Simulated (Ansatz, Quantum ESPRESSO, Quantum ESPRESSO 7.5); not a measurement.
## Ge chain with one atom pushed 1.0 Å aside at constant bond length: ballistic transmission

Aim: the zero-bias transmission with pwcond for this junction: Ge chain with one atom pushed 1.0 Å aside at constant bond length.

Calculated with Quantum ESPRESSO 7.5; plane-wave DFT, PBE, GBRV ultrasoft pseudopotentials (cross-check by Ansatz 0.2.0 with PAW datasets).

### Step 1. Set-up

The cell holds 11 atoms: 11 Ge. Its edges and angles: a = 7.500 Å, b = 7.500 Å, c = 25.403 Å, α = 90.0°, β = 90.0°, γ = 90.0°. Regions: left lead, 5 atoms (5 Ge); channel, 1 atom (1 Ge); right lead, 5 atoms (5 Ge). Vacuum lies along a and b. The structure is stacked along c, and the current runs across the ab planes.

### Step 2. Self-consistent run

One periodic cell holds a stretch of lead, the junction and more lead; the atoms stay as built.

The input, scf.in:

```
&control
  prefix = 'scf'
  outdir = './out'
  pseudo_dir = './pseudo'
  calculation = 'scf'
  tprnfor = .true.
/
&system
  ibrav = 0
  nat = 11
  ntyp = 1
  ecutwfc = 34
  ecutrho = 170
  occupations = 'smearing'
  smearing = 'mv'
  degauss = 0.01
/
&electrons
  conv_thr = 1e-07
  mixing_beta = 0.25
  electron_maxstep = 120
  mixing_mode = 'local-TF'
/
ATOMIC_SPECIES
  Ge  72.6300  ge_pbe_v1.4.uspp.F.UPF
CELL_PARAMETERS angstrom
  7.50000000000000 0.00000000000000 0.00000000000000
  0.00000000000000 7.50000000000000 0.00000000000000
  0.00000000000000 0.00000000000000 25.40323406362735
ATOMIC_POSITIONS crystal
  Ge  0.500000000000 0.500000000000 0.000000000000
  Ge  0.500000000000 0.500000000000 0.092507906439
  Ge  0.500000000000 0.500000000000 0.185015812878
  Ge  0.500000000000 0.500000000000 0.277523719316
  Ge  0.500000000000 0.500000000000 0.370031625755
  Ge  0.633333333000 0.500000000000 0.453746046781
  Ge  0.500000000000 0.500000000000 0.537460467806
  Ge  0.500000000000 0.500000000000 0.629968374245
  Ge  0.500000000000 0.500000000000 0.722476280684
  Ge  0.500000000000 0.500000000000 0.814984187122
  Ge  0.500000000000 0.500000000000 0.907492093561
K_POINTS automatic
  1 1 3 0 0 0
```

Launch:

```
> OMP_NUM_THREADS=1 mpirun -n 2 pw.x -nk 1 -in scf.in > scf.out
```

The program printed:

```text
Program PWSCF v.7.5 starts
[citation notice left out]

     Parallel version (MPI & OpenMP), running on       2 processor cores
     Number of MPI processes:                 2
     Threads/MPI process:                     1

     MPI processes distributed on     1 nodes
[...]
Current dimensions of program PWSCF are:
     Max number of different atomic species (ntypx) = 10
     Max number of k-points (npk) =  40000
     Max angular momentum in pseudopotentials (lmaxx) =  4
     Message from routine setup:
     using ibrav=0 with symmetry is DISCOURAGED, use correct ibrav instead

     R & G space division:  proc/nbgrp/npool/nimage =       2
     Subspace diagonalization in iterative solution of the eigenvalue problem:
     a serial algorithm will be used

     Parallelization info
     --------------------
     sticks:   dense  smooth     PW     G-vecs:    dense   smooth      PW
     Min        1354    1088    276               180452   129080   16540
     Max        1355    1089    277               180471   129091   16549
     Sum        2709    2177    553               360923   258171   33089

     Using Slab Decomposition

     bravais-lattice index     =            0
     lattice parameter (alat)  =      14.1729  a.u.
     unit-cell volume          =    9642.9105 (a.u.)^3
     number of atoms/cell      =           11
     number of atomic types    =            1
     number of electrons       =       154.00
     number of Kohn-Sham states=           92
     kinetic-energy cutoff     =      34.0000  Ry
     charge density cutoff     =     170.0000  Ry
     scf convergence threshold =      1.0E-07
     mixing beta               =       0.2500
     number of iterations used =            8  local-TF  mixing
     Exchange-correlation=  SLA  PW   PBX  PBC
                           (   1   4   3   4   0   0   0)

     celldm(1)=  14.172946  celldm(2)=   0.000000  celldm(3)=   0.000000
     celldm(4)=   0.000000  celldm(5)=   0.000000  celldm(6)=   0.000000

     crystal axes: (cart. coord. in units of alat)
               a(1) = (   1.000000   0.000000   0.000000 )
               a(2) = (   0.000000   1.000000   0.000000 )
               a(3) = (   0.000000   0.000000   3.387098 )

     reciprocal axes: (cart. coord. in units 2 pi/alat)
               b(1) = (  1.000000  0.000000  0.000000 )
               b(2) = (  0.000000  1.000000  0.000000 )
               b(3) = (  0.000000  0.000000  0.295238 )

     PseudoPot. # 1 for Ge read from file:
     ./pseudo/ge_pbe_v1.4.uspp.F.UPF
     Pseudo is Ultrasoft + core correction, Zval = 14.0
     Generated by new atomic code, or converted to UPF format
     Using radial grid of  873 points,  6 beta functions with:
                l(1) =   0
                l(2) =   0
                l(3) =   1
                l(4) =   1
                l(5) =   2
                l(6) =   2
     Q(r) pseudized with  8 coefficients,  rinner =    1.400   1.400   1.400
                                                       1.400   1.400

     atomic species   valence    mass     pseudopotential
     Ge               14.00    72.63000     Ge( 1.00)

      2 Sym. Ops. (no inversion) found

   Cartesian axes

     site n.     atom                  positions (alat units)
         1        Ge     tau(   1) = (   0.5000000   0.5000000   0.0000000  )
         2        Ge     tau(   2) = (   0.5000000   0.5000000   0.3133333  )
         3        Ge     tau(   3) = (   0.5000000   0.5000000   0.6266667  )
         4        Ge     tau(   4) = (   0.5000000   0.5000000   0.9400000  )
         5        Ge     tau(   5) = (   0.5000000   0.5000000   1.2533333  )
         6        Ge     tau(   6) = (   0.6333333   0.5000000   1.5368823  )
         7        Ge     tau(   7) = (   0.5000000   0.5000000   1.8204312  )
         8        Ge     tau(   8) = (   0.5000000   0.5000000   2.1337645  )
         9        Ge     tau(   9) = (   0.5000000   0.5000000   2.4470979  )
        10        Ge     tau(  10) = (   0.5000000   0.5000000   2.7604312  )
        11        Ge     tau(  11) = (   0.5000000   0.5000000   3.0737645  )

     number of k points=     2  Marzari-Vanderbilt smearing, width (Ry)=  0.0100
                       cart. coord. in units 2pi/alat
        k(    1) = (   0.0000000   0.0000000   0.0000000), wk =   0.6666667
        k(    2) = (   0.0000000   0.0000000   0.0984127), wk =   1.3333333

     Dense  grid:   360923 G-vectors     FFT dimensions: (  60,  60, 200)

     Smooth grid:   258171 G-vectors     FFT dimensions: (  54,  54, 180)

     Estimated max dynamical RAM per process >     816.14 MB

     Estimated total dynamical RAM >       1.59 GB

     Check: negative core charge=   -0.000002

     Initial potential from superposition of free atoms

     starting charge     153.9904, renormalised to     154.0000

     negative rho (up, down):  1.212E-06 0.000E+00
     Starting wfcs are   99 randomized atomic wfcs

     total cpu time spent up to now is        3.2 secs

     per-process dynamical memory:   224.1 Mb

     Self-consistent Calculation

     iteration #  1     ecut=    34.00 Ry     beta= 0.25
     Davidson diagonalization with overlap
     ethr =  1.00E-02,  avg # of iterations =  2.0

     Threshold (ethr) on eigenvalues was too large:
     Diagonalizing with lowered threshold

     Davidson diagonalization with overlap
     ethr =  8.93E-05,  avg # of iterations = 10.5

     total cpu time spent up to now is       19.1 secs

     total energy              =   -2348.94741255 Ry
     estimated scf accuracy    <       0.15441621 Ry

     iteration #  2     ecut=    34.00 Ry     beta= 0.25
[...]
total energy              =   -2348.89767449 Ry
     estimated scf accuracy    <       0.11175147 Ry

     iteration #  3     ecut=    34.00 Ry     beta= 0.25
[...]
total energy              =   -2348.90738614 Ry
     estimated scf accuracy    <       0.01030028 Ry

     iteration #  4     ecut=    34.00 Ry     beta= 0.25
[...]
total energy              =   -2348.90538653 Ry
     estimated scf accuracy    <       0.00615660 Ry

     iteration #  5     ecut=    34.00 Ry     beta= 0.25
[...]
negative rho (up, down):  4.520E-06 0.000E+00

[...]
total energy              =   -2348.90555717 Ry
     estimated scf accuracy    <       0.00149657 Ry

     iteration #  6     ecut=    34.00 Ry     beta= 0.25
[...]
negative rho (up, down):  4.808E-05 0.000E+00

[...]
total energy              =   -2348.90579109 Ry
     estimated scf accuracy    <       0.00005992 Ry

     iteration #  7     ecut=    34.00 Ry     beta= 0.25
[...]
negative rho (up, down):  5.523E-05 0.000E+00

[...]
total energy              =   -2348.90593371 Ry
     estimated scf accuracy    <       0.00002936 Ry

     iteration #  8     ecut=    34.00 Ry     beta= 0.25
[...]
negative rho (up, down):  7.431E-05 0.000E+00

[...]
total energy              =   -2348.90593840 Ry
     estimated scf accuracy    <       0.00000745 Ry

     iteration #  9     ecut=    34.00 Ry     beta= 0.25
[...]
negative rho (up, down):  1.246E-04 0.000E+00

[...]
total energy              =   -2348.90593907 Ry
     estimated scf accuracy    <       0.00000251 Ry

     iteration # 10     ecut=    34.00 Ry     beta= 0.25
[...]
negative rho (up, down):  1.301E-04 0.000E+00

[...]
total energy              =   -2348.90593955 Ry
     estimated scf accuracy    <       0.00000018 Ry

     iteration # 11     ecut=    34.00 Ry     beta= 0.25
[...]
negative rho (up, down):  1.282E-04 0.000E+00

[...]
total energy              =   -2348.90593956 Ry
     estimated scf accuracy    <       0.00000013 Ry

     iteration # 12     ecut=    34.00 Ry     beta= 0.25
[...]
negative rho (up, down):  1.366E-04 0.000E+00

[...]
End of self-consistent calculation

          k = 0.0000 0.0000 0.0000 ( 32289 PWs)   bands (ev):

   -27.3007 -27.2767 -27.2228 -27.1821 -27.1498 -27.0639 -27.0592 -27.0589
   -27.0528 -27.0500 -27.0306 -27.0267 -27.0231 -27.0004 -26.9978 -26.9906
   -26.9905 -26.9856 -26.9833 -26.9759 -26.9379 -26.9354 -26.9337 -26.9267
   -26.9266 -26.9253 -26.9253 -26.9215 -26.9194 -26.9192 -26.9094 -26.9091
   -26.9084 -26.8997 -26.8993 -26.8955 -26.8951 -26.8883 -26.8875 -26.8863
   -26.8831 -26.8786 -26.8781 -26.8763 -26.8677 -26.8446 -26.8380 -26.8361
   -26.8252 -26.8129 -26.8084 -26.7971 -26.7589 -26.7254 -26.6880 -12.5404
   -12.3206 -12.2662 -11.6360 -11.6163 -10.5058 -10.4892  -8.9303  -8.8671
    -6.9324  -6.7663  -4.7939  -4.3053  -3.7099  -3.6235  -3.4795  -3.4595
    -3.4437  -3.2445  -2.8750  -2.8297  -2.7583  -2.7491  -1.9570  -1.9328
    -1.6118  -1.6058  -0.9860  -0.7591  -0.5277  -0.1703  -0.1388  -0.0927
     0.6265   0.9188   1.0566   1.2336

          k = 0.0000 0.0000 0.0984 ( 32253 PWs)   bands (ev):

   -27.3018 -27.2728 -27.2284 -27.1841 -27.1315 -27.0953 -27.0605 -27.0556
   -27.0479 -27.0397 -27.0371 -27.0297 -27.0120 -26.9968 -26.9954 -26.9912
   -26.9892 -26.9865 -26.9804 -26.9754 -26.9434 -26.9394 -26.9310 -26.9263
   -26.9260 -26.9252 -26.9252 -26.9193 -26.9191 -26.9146 -26.9142 -26.9094
   -26.9089 -26.8998 -26.8995 -26.8993 -26.8954 -26.8951 -26.8902 -26.8867
   -26.8860 -26.8826 -26.8805 -26.8674 -26.8653 -26.8421 -26.8327 -26.8291
   -26.8217 -26.8152 -26.8089 -26.8010 -26.7667 -26.7196 -26.6894 -12.5256
   -12.4067 -12.1224 -11.8976 -11.3019 -10.9259 -10.0171  -9.4834  -8.2655
    -7.5777  -6.0878  -5.3278  -3.9824  -3.6876  -3.6279  -3.5902  -3.4864
    -3.2769  -3.2208  -3.0400  -2.9698  -2.4827  -2.4180  -2.3448  -2.0355
    -1.6855  -1.4507  -1.1422  -0.9214  -0.6410  -0.1131   0.2056   0.4146
     0.6638   0.8861   0.9280   0.9669

     the Fermi energy is    -2.5003 ev

!    total energy              =   -2348.90593930 Ry
     estimated scf accuracy    <       0.00000003 Ry
     smearing contrib. (-TS)   =      -0.00182945 Ry
     internal energy E=F+TS    =   -2348.90410985 Ry

     The total energy is F=E-TS. E is the sum of the following terms:
     one-electron contribution =   -3062.64434769 Ry
     hartree contribution      =    1613.86101874 Ry
     xc contribution           =    -639.52346337 Ry
     ewald contribution        =    -260.59731753 Ry

     convergence has been achieved in  12 iterations

     negative rho (up, down):  1.366E-04 0.000E+00

     Forces acting on atoms (cartesian axes, Ry/au):

     atom    1 type  1   force =    -0.00112332    0.00000000   -0.00214028
     atom    2 type  1   force =     0.00041873    0.00000000   -0.00863784
     atom    3 type  1   force =     0.00188485    0.00000000    0.00657750
     atom    4 type  1   force =     0.00360730    0.00000000    0.00739886
     atom    5 type  1   force =    -0.01704890    0.00000000    0.00240543
     atom    6 type  1   force =     0.02452142    0.00000000    0.00000954
     atom    7 type  1   force =    -0.01704998    0.00000000   -0.00240716
     atom    8 type  1   force =     0.00360814    0.00000000   -0.00739880
     atom    9 type  1   force =     0.00188503    0.00000000   -0.00657890
     atom   10 type  1   force =     0.00042140    0.00000000    0.00863197
     atom   11 type  1   force =    -0.00112466    0.00000000    0.00213968

     Total force =     0.039807     Total SCF correction =     0.000368

[...]
=------------------------------------------------------------------------------=
   JOB DONE.
=------------------------------------------------------------------------------=
```

The job ended after 1.8 min (2 MPI ranks of Arm Neoverse V2, shared host; peak memory 1.6 GiB; 3.7 min of CPU time).

This step gave:

* free energy: -31958.4934 eV
* Fermi energy: -2.500 eV

The program's own clock; routines nest. Time by routine:

```csv
routine,wall time (s),calls
PWSCF,110,1
electrons,104.8,1
c_bands,70.04,13
cegterg,68.69,26
h_psi,43.71,135
fftw,35.94,13486
vloc_psi,31.68,135
sum_band,17.79,13
calbec,8.96,169
mix_rho,8.7,13
newd,7.45,13
add_vuspsi,5.8,135
h_psi:calbec,5.79,135
s_psi,5.78,135
```

The run needed 12 iterations to bring the estimated error under 1e-07 Ry; the largest force on any atom, held or free, is 0.63 eV/Å.

(Part 1 of 4 ends here.)

[Logs are printed without paths, hosts, clocks, repeated set-up lines and the standing remarks that a program may print on its own settings, such as how far it seeks lower states.]

[Hosts, paths, dates, database ids (printed as entryN), source tags and the programs' standing remarks are cut or masked in the printed files.]

[Maps of the electrostatic potential energy from Ansatz leave out the sawtooth potential of an applied field or a dipole correction, so their vacuum need not be flat; planar profiles and work functions include it.]
